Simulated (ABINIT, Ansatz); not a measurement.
# How the form of the self-energy moves the gap of K2LiAlF6 (Fm-3m)

How much does the gap of K2LiAlF6 (Fm-3m) depend on the approximation to the self-energy?

Calculated with ABINIT 10.8.3; LDA and many-body steps on it, plane waves.

### 1. The structure

It takes space group Fm-3m (No. 225, cubic). Conventional cell: a = 7.842 Å, b = 7.842 Å, c = 7.842 Å, α = 90.00°, β = 90.00°, γ = 90.00°. K has 12 F at 2.78 Å nearest. Li has 6 F at 2.11 Å nearest. Nearest to Al lie 6 F at 1.81 Å. Nearest to F lie 1 Al at 1.81 Å and 1 Li at 2.11 Å and 4 K at 2.78 Å. Farther neighbours and most contacts between anions are not listed.

The cell and positions come from the Crystallography Open Database and are kept as given unless a step says otherwise.

### 2. Empty states on the mesh, 2×2×2 mesh, 250 bands

This step: ABINIT 10.8.3; DFT, LDA, plane waves, norm-conserving pseudopotentials.

The sums over transitions need many empty states on a uniform mesh; this step solves for them.

The input, run.abi:

```
acell 3*1.0 Angstrom
rprim 
  0.000000000000 3.921000000000 3.921000000000
  3.921000000000 0.000000000000 3.921000000000
  3.921000000000 3.921000000000 -0.000000000000
ntypat 4
znucl 19 3 13 9
natom 10
typat 1 1 2 3 4 4 4 4 4 4
xred 
  0.250000000000 0.250000000000 0.250000000000
  0.750000000000 0.750000000000 0.750000000000
  0.500000000000 0.500000000000 0.500000000000
  0.000000000000 -0.000000000000 0.000000000000
  0.768900000000 0.231100000000 0.231100000000
  0.231100000000 0.768900000000 0.231100000000
  0.231100000000 0.768900000000 0.768900000000
  0.768900000000 0.231100000000 0.768900000000
  0.231100000000 0.231100000000 0.768900000000
  0.768900000000 0.768900000000 0.231100000000
pp_dirpath "pseudos"
pseudos "K.upf, Li.upf, Al.upf, F.upf"
ecut 36
ngkpt 2 2 2
nshiftk 1
shiftk 0 0 0
kptopt 1
chksymbreak 0
iscf -2
irdden 1
istwfk *1
nband 250
nbdbuf 22
tolwfr 1e-09
nstep 60
prtvol 0
indata_prefix "in"
outdata_prefix "out"
tmpdata_prefix "tmp"
```

Run with:

```sh
$ OMP_NUM_THREADS=1 mpirun -n 4 abinit run.abi > log
```

Numbers of over 12 decimals in the logs are rounded to 6 here.

The log of the run:

```text
.Version 10.8.3 of ABINIT. v10.8.2 released Aug 2026.

 Symmetries : space group Fm -3 m (#225); Bravais cF (face-center cubic)
[... echo of the input left out ...]
== DATASET  1 ==================================================================
-   mpi_nproc: 4, omp_nthreads: 1 (-1 if OMP is not activated)
-    --> not optimal distribution: autoparal keyword recommended in input file <--

--- !DatasetInfo
iteration_state: {dtset: 1, }
dimensions: {natom: 10, nkpt: 3, mband: 250, nsppol: 1, nspinor: 1, nspden: 1, mpw: 8393, }
cutoff_energies: {ecut:  36.0, pawecutdg:  -1.0, }
[...]
2.89383    2.89383    2.89520    2.89520    2.91995    2.92588    2.92588    2.92588
   2.93208    2.93208    2.93208    2.95540    2.95547    2.95666    2.95675    2.95685
   2.97154    2.98092
 prteigrs : prtvol=0 or 1, do not print more k-points.

== END DATASET(S) ==============================================================
================================================================================

 -outvars: echo values of variables after computation  --------
            nband         250
             nkpt           3
          spgroup         225
 [... the other variables as echoed above ...]

 Calculation completed.
```

Wall time 3.6 min (4 MPI ranks of Arm Neoverse N1, shared host); peak memory 0.48 GiB; 14 min of CPU time.

This step gave:

```
gap                                                           : 7.553 eV
k of the valence top                                          : 0, 0, 0
k of the conduction bottom                                    : 0, 0, 0
least direct gap                                              : 7.553 eV
k points computed                                             : 3
lowest point of the top converged band, above the valence top : 75.7097 eV
```

On this mesh the gap is 7.553 eV.

The density comes from a self-consistent run that is not shown.

### 3. Screening, 2×2×2 mesh, 112 bands, screening to 114.3 eV

The RPA dielectric matrix is built and inverted for each q.

This step: RPA screening on LDA, plane waves, norm-conserving pseudopotentials.

Edit run.abi of step 2 so:

```diff
@@ -28,10 +28,11 @@
 chksymbreak 0
-iscf -2
-irdden 1
 istwfk *1
-nband 250
-nbdbuf 22
-tolwfr 1e-09
-nstep 60
-prtvol 0
+occopt 1
+irdwfk 1
+optdriver 3
+nband 112
+ecuteps 4.2
+inclvkb 2
+awtr 1
+symchi 1
 indata_prefix "in"
```

The log of the run:

```text
.Version 10.8.3 of ABINIT. v10.8.2 released Aug 2026.

 Symmetries : space group Fm -3 m (#225); Bravais cF (face-center cubic)
[... echo of the input left out ...]
== DATASET  1 ==================================================================
-   mpi_nproc: 4, omp_nthreads: 1 (-1 if OMP is not activated)

--- !DatasetInfo
iteration_state: {dtset: 1, }
dimensions: {natom: 10, nkpt: 3, mband: 112, nsppol: 1, nspinor: 1, nspden: 1, mpw: 8393, }
cutoff_energies: {ecut:  36.0, pawecutdg:  -1.0, }
electrons: {nelect:   6.60000000E+01, charge:   0.00000000E+00, occopt:   1.00000000E+00, tsmear:   1.00000000E-02, }

 SCREENING: Calculation of the susceptibility and dielectric matrices

 Based on a program developped by R.W. Godby, V. Olevano, G. Onida, and L. Reining.
 Incorporated in ABINIT by V. Olevano, G.-M. Rignanese, and M. Torrent.
.Using double precision arithmetic ; gwpc =  8

[... cell and pseudopotentials left out ...]
--------------------------------------------------------------------------------

 ==== K-mesh for the wavefunctions ====
 Number of points in the irreducible wedge :     3
[... list of points left out ...]
 Together with 48 symmetry operations and time-reversal symmetry
 yields     8 points in the full Brillouin Zone.

 ==== Q-mesh for the screening function ====
 Number of points in the irreducible wedge :     3
[... list of points left out ...]
 Together with 48 symmetry operations and time-reversal symmetry
 yields     8 points in the full Brillouin Zone.

 setmesh: FFT mesh size selected  =    40x   40x   40
          total number of points  =        64000

 vcoul_init : cutoff-mode = AUXILIARY_FUNCTION
 q-points for optical limit:   1
     1)      0.000010    0.000020    0.000030

- screening: taking advantage of time-reversal symmetry
- Maximum band index for partially occupied states nbvw = 33
- Remaining bands to be divided among processors   nbcw = 79
- Number of bands treated by each node ~19

 Number of electrons calculated from density =   66.0000; Expected =   66.0000
 average of density, n =  0.081120
 r_s =    1.4331
 omega_plasma =   27.4738 [eV]

 calculating chi0 at frequencies [eV] :
  1    0.000000E+00    0.000000E+00
  2    0.000000E+00    2.747382E+01

--------------------------------------------------------------------------------
  q-point number  1        q = ( 0.000000, 0.000000, 0.000000) [r.l.u.]
--------------------------------------------------------------------------------
[... chi0 elements left out ...]
 For q-point:  0.000010 0.000020 0.000030
  dielectric constant =   2.0524
  dielectric constant without local fields =   2.2002

  Average fulfillment of the sum rule on Im[epsilon] for q-point    1 :     36.56  [%]
[... wings left out ...]
  q-point number  2        q = ( 0.500000, 0.000000, 0.000000) [r.l.u.]
--------------------------------------------------------------------------------
[... chi0 elements left out ...]
  Average fulfillment of the sum rule on Im[epsilon] for q-point    2 :     42.47  [%]

 [... 1 further q-points ...]
```

Elapsed: 54 s, on 4 MPI ranks; peak memory 1.5 GiB; 3.6 min of CPU time.

Numbers from this step:

```yaml
eps_infinity_with_local_fields_on_this_mesh_along_the_program_s_q_direction: 2.052
the_same_without_local_fields: 2.200
plasma_frequency: 27.47 eV
plane_waves_in_the_screening_matrix: 331
```

Local fields lower ε∞ by 7 %. On a Γ-centred mesh this coarse the value itself is usually too large, while a short band sum pulls it down.

### 4. G0W0, Godby-Needs plasmon pole

The self-energy is evaluated for the states that the input lists, and the levels follow from it, in one-shot runs by the linearised quasiparticle equation.

This step: G0W0 on LDA, plane waves, norm-conserving pseudopotentials.

Edit run.abi of step 3 so:

```diff
@@ -31,8 +31,15 @@
 irdwfk 1
-optdriver 3
+optdriver 4
 nband 112
+gwcalctyp 0
+ecutsigx 36
+symsigma 1
+nkptgw 1
+kptgw 
+  0.0000000000 0.0000000000 0.0000000000
+bdgw 
+  31 36
 ecuteps 4.2
-inclvkb 2
-awtr 1
-symchi 1
+irdscr 1
+ppmodel 1
 indata_prefix "in"
```

The log of the run:

```text
.Version 10.8.3 of ABINIT. v10.8.2 released Aug 2026.

 Symmetries : space group Fm -3 m (#225); Bravais cF (face-center cubic)
[... echo of the input left out ...]
== DATASET  1 ==================================================================
-   mpi_nproc: 4, omp_nthreads: 1 (-1 if OMP is not activated)

--- !DatasetInfo
iteration_state: {dtset: 1, }
dimensions: {natom: 10, nkpt: 3, mband: 112, nsppol: 1, nspinor: 1, nspden: 1, mpw: 8393, }
cutoff_energies: {ecut:  36.0, pawecutdg:  -1.0, }
electrons: {nelect:   6.60000000E+01, charge:   0.00000000E+00, occopt:   1.00000000E+00, tsmear:   1.00000000E-02, }

 SIGMA: Calculation of the GW corrections

 Based on a program developped by R.W. Godby, V. Olevano, G. Onida, and L. Reining.
 Incorporated in ABINIT by V. Olevano, G.-M. Rignanese, and M. Torrent.
.Using double precision arithmetic ; gwpc =  8

[... cell and pseudopotentials left out ...]
--------------------------------------------------------------------------------

 ==== K-mesh for the wavefunctions ====
 Number of points in the irreducible wedge :     3
[... list of points left out ...]
 Together with 48 symmetry operations and time-reversal symmetry
 yields     8 points in the full Brillouin Zone.

 ==== Q-mesh for screening function ====
 Number of points in the irreducible wedge :     3
[... list of points left out ...]
 Together with 48 symmetry operations and time-reversal symmetry
 yields     8 points in the full Brillouin Zone.

 vcoul_init : cutoff-mode = AUXILIARY_FUNCTION
 q-points for optical limit:   1
     1)      0.000010    0.000020    0.000030
 setmesh: FFT mesh size selected  =    60x   60x   60
          total number of points  =       216000

 Number of electrons calculated from density =   66.0000; Expected =   66.0000
 average of density, n =  0.081120
 r_s =    1.4331
 omega_plasma =   27.4738 [eV]

 === KS Band Gaps ===
  >>>> For spin  1
   Minimum direct gap =   7.5533 [eV], located at k-point      :   0.0000  0.0000  0.0000
   Fundamental gap    =   7.5533 [eV], Top of valence bands at :   0.0000  0.0000  0.0000
                                       Bottom of conduction at :   0.0000  0.0000  0.0000
 SIGMA fundamental parameters:
 PLASMON POLE MODEL  1
 number of plane-waves for SigmaX                 8393
 number of plane-waves for SigmaC and W            331
 number of plane-waves for wavefunctions          8393
 number of bands                                   112
 number of independent spin polarizations            1
 number of spinorial components                      1
 number of k-points in IBZ                           3
 number of q-points in IBZ                           3
 number of symmetry operations                      48
 number of k-points in BZ                            8
 number of q-points in BZ                            8
 number of frequencies for dSigma/dE                 9
 frequency step for dSigma/dE [eV]                0.25
 number of omega for Sigma on real axis              0
 max omega for Sigma on real axis  [eV]           0.00
 zcut for avoiding poles [eV]                     0.10

 EPSILON^-1 parameters (SCR file):
 dimension of the eps^-1 matrix on file            331
 dimension of the eps^-1 matrix used               331
 number of plane-waves for wavefunctions          8393
 number of bands                                   112
 number of q-points in IBZ                           3
 number of frequencies                               2
 number of real frequencies                          1
 number of imag frequencies                          1

 matrix elements of self-energy operator (all in [eV])

 Perturbative Calculation

--- !SelfEnergy_ee
iteration_state: {dtset: 1, }
kpoint     : [   0.000,    0.000,    0.000, ]
spin       : 1
KS_gap     :    7.553
QP_gap     :   11.930
Delta_QP_KS:    4.376
data: !SigmaeeData |
     Band     E0 <VxcDFT>   SigX SigC(E0)      Z dSigC/dE  Sig(E)    E-E0       E
       31   0.311 -22.825 -30.265   5.070   0.828  -0.208 -24.786  -1.961  -1.650
       32   0.311 -22.825 -30.265   5.070   0.828  -0.208 -24.786  -1.961  -1.650
       33   0.311 -22.825 -30.265   5.070   0.828  -0.208 -24.786  -1.961  -1.650
       34   7.864 -11.404  -6.118  -2.596   0.898  -0.114  -8.989   2.415  10.279
       35  10.340 -10.711  -4.753  -2.508   0.902  -0.109  -7.599   3.112  13.452
       36  10.340 -10.711  -4.753  -2.508   0.902  -0.109  -7.599   3.112  13.452

== END DATASET(S) ==============================================================
================================================================================

 -outvars: echo values of variables after computation  --------
           etotal      0.0000000000E+00
            nband         112
             nkpt           3
          spgroup         225
 [... the other variables as echoed above ...]

 Calculation completed.
```

Run time: 12 s. Hardware: 4 MPI ranks; peak memory 1.3 GiB.

Numbers from this step:

```yaml
g0w0_gap_on_the_points_computed: 11.93 eV
starting_gap_on_the_mesh: 7.553 eV
k_of_the_valence_top: 0, 0, 0
k_of_the_conduction_bottom: 0, 0, 0
z_at_the_valence_top: 0.828
z_at_the_conduction_bottom: 0.898
least_direct_g0w0_gap_on_the_computed_points: 11.93 eV
```

The gap on the mesh goes from 7.55 eV to 11.93 eV, a correction of +4.38 eV.

### 5. G0W0, Hybertsen-Louie plasmon pole

Edit run.abi of step 4 so:

```diff
@@ -43,3 +43,3 @@
 irdscr 1
-ppmodel 1
+ppmodel 2
 indata_prefix "in"
```

The log of the run:

```text
.Version 10.8.3 of ABINIT. v10.8.2 released Aug 2026.

 Symmetries : space group Fm -3 m (#225); Bravais cF (face-center cubic)
[... echo of the input left out ...]
== DATASET  1 ==================================================================
-   mpi_nproc: 4, omp_nthreads: 1 (-1 if OMP is not activated)

--- !DatasetInfo
iteration_state: {dtset: 1, }
dimensions: {natom: 10, nkpt: 3, mband: 112, nsppol: 1, nspinor: 1, nspden: 1, mpw: 8393, }
cutoff_energies: {ecut:  36.0, pawecutdg:  -1.0, }
electrons: {nelect:   6.60000000E+01, charge:   0.00000000E+00, occopt:   1.00000000E+00, tsmear:   1.00000000E-02, }

 SIGMA: Calculation of the GW corrections

 Based on a program developped by R.W. Godby, V. Olevano, G. Onida, and L. Reining.
 Incorporated in ABINIT by V. Olevano, G.-M. Rignanese, and M. Torrent.
.Using double precision arithmetic ; gwpc =  8

[... cell and pseudopotentials left out ...]
--------------------------------------------------------------------------------

 ==== K-mesh for the wavefunctions ====
 Number of points in the irreducible wedge :     3
[... list of points left out ...]
 Together with 48 symmetry operations and time-reversal symmetry
 yields     8 points in the full Brillouin Zone.

 ==== Q-mesh for screening function ====
 Number of points in the irreducible wedge :     3
[... list of points left out ...]
 Together with 48 symmetry operations and time-reversal symmetry
 yields     8 points in the full Brillouin Zone.

 vcoul_init : cutoff-mode = AUXILIARY_FUNCTION
 q-points for optical limit:   1
     1)      0.000010    0.000020    0.000030
 setmesh: FFT mesh size selected  =    60x   60x   60
          total number of points  =       216000

 Number of electrons calculated from density =   66.0000; Expected =   66.0000
[...]
number of k-points in BZ                            8
 number of q-points in BZ                            8
 number of frequencies for dSigma/dE                 9
 frequency step for dSigma/dE [eV]                0.25
 number of omega for Sigma on real axis              0
 max omega for Sigma on real axis  [eV]           0.00
 zcut for avoiding poles [eV]                     0.10

 EPSILON^-1 parameters (SCR file):
 dimension of the eps^-1 matrix on file            331
 dimension of the eps^-1 matrix used               331
 number of plane-waves for wavefunctions          8393
 number of bands                                   112
 number of q-points in IBZ                           3
 number of frequencies                               2
 number of real frequencies                          1
 number of imag frequencies                          1

 matrix elements of self-energy operator (all in [eV])

 Perturbative Calculation

--- !SelfEnergy_ee
iteration_state: {dtset: 1, }
kpoint     : [   0.000,    0.000,    0.000, ]
spin       : 1
KS_gap     :    7.553
QP_gap     :   12.638
Delta_QP_KS:    5.085
data: !SigmaeeData |
     Band     E0 <VxcDFT>   SigX SigC(E0)      Z dSigC/dE  Sig(E)    E-E0       E
       31   0.311 -22.825 -30.265   4.373   0.902  -0.109 -25.591  -2.766  -2.455
       32   0.311 -22.825 -30.265   4.373   0.902  -0.109 -25.591  -2.766  -2.455
       33   0.311 -22.825 -30.265   4.373   0.902  -0.109 -25.591  -2.766  -2.455
       34   7.864 -11.404  -6.118  -2.786   0.927  -0.078  -9.085   2.318  10.183
       35  10.340 -10.711  -4.753  -2.742   0.929  -0.076  -7.723   2.988  13.328
       36  10.340 -10.711  -4.753  -2.742   0.929  -0.076  -7.723   2.988  13.328

== END DATASET(S) ==============================================================
================================================================================

 -outvars: echo values of variables after computation  --------
           etotal      0.0000000000E+00
            nband         112
             nkpt           3
          spgroup         225
 [... the other variables as echoed above ...]

 Calculation completed.
```

Elapsed: 12 s, on 4 MPI ranks; peak memory 1.2 GiB; 48 s of CPU time.

Numbers from this step:

| Property | Result |
| --- | --- |
| G0W0 gap on the points computed | 12.64 eV |
| starting gap on the mesh | 7.553 eV |
| k of the valence top | 0, 0, 0 |
| k of the conduction bottom | 0, 0, 0 |
| Z at the valence top | 0.902 |
| Z at the conduction bottom | 0.927 |
| least direct G0W0 gap on the computed points | 12.64 eV |

Against G0W0 in ABINIT (2×2×2 mesh, 112 bands, screening to 114.3 eV, Godby-Needs plasmon pole), the gap moves by +0.709 eV.

### 6. G0W0, Engel-Farid plasmon pole

Edit run.abi of step 5 so:

```diff
@@ -43,3 +43,3 @@
 irdscr 1
-ppmodel 2
+ppmodel 4
 indata_prefix "in"
```

The log of the run:

```text
.Version 10.8.3 of ABINIT. v10.8.2 released Aug 2026.

 Symmetries : space group Fm -3 m (#225); Bravais cF (face-center cubic)
[... echo of the input left out ...]
== DATASET  1 ==================================================================
-   mpi_nproc: 4, omp_nthreads: 1 (-1 if OMP is not activated)

--- !DatasetInfo
iteration_state: {dtset: 1, }
dimensions: {natom: 10, nkpt: 3, mband: 112, nsppol: 1, nspinor: 1, nspden: 1, mpw: 8393, }
cutoff_energies: {ecut:  36.0, pawecutdg:  -1.0, }
[...]
34   7.864 -11.404  -6.118  -2.668   0.909  -0.100  -9.026   2.378  10.242
       35  10.340 -10.711  -4.753  -2.545   0.912  -0.096  -7.598   3.113  13.454
       36  10.340 -10.711  -4.753  -2.545   0.912  -0.096  -7.598   3.113  13.454

== END DATASET(S) ==============================================================
================================================================================

 -outvars: echo values of variables after computation  --------
           etotal      0.0000000000E+00
            nband         112
             nkpt           3
          spgroup         225
 [... the other variables as echoed above ...]

 Calculation completed.
```

Elapsed: 9.9 s, on 4 MPI ranks; peak memory 1 GiB; 39 s of CPU time.

This step gave:

- G0W0 gap on the points computed: 11.91 eV
- starting gap on the mesh: 7.553 eV
- k of the valence top: 0, 0, 0
- k of the conduction bottom: 0, 0, 0
- least direct G0W0 gap on the computed points: 11.91 eV

Against G0W0 in ABINIT (2×2×2 mesh, 112 bands, screening to 114.3 eV, Godby-Needs plasmon pole), the gap moves by −0.023 eV.

(Part 1 of 2 ends here.)

[Paths, hosts, dates, memory and timing lines, banners, echoed tables and standing remarks are left out of the program output.]

[Logs are printed without paths, hosts, clocks, repeated set-up lines and the standing remarks that a program may print on its own settings, such as how far it seeks lower states.]

[Runs of the session that timed out or met a known fault of the program may be left out.]

[No measured gap is set beside runs whose start may be inverted or whose files or cutoffs have a known fault.]

[Hosts, paths, dates, database ids (printed as entryN), source tags and the programs' standing remarks are cut or masked in the printed files.]

[G0W0 gaps are taken among the corrected bands and points alone; a level outside them can change the order at an edge.]

[Where Ansatz stands beside ABINIT at settings called matched, ABINIT's density can come from a denser mesh and the files from another edition; pairs whose starting gaps differed by over 0.03 eV were left out, so agreement reads better than it is.]
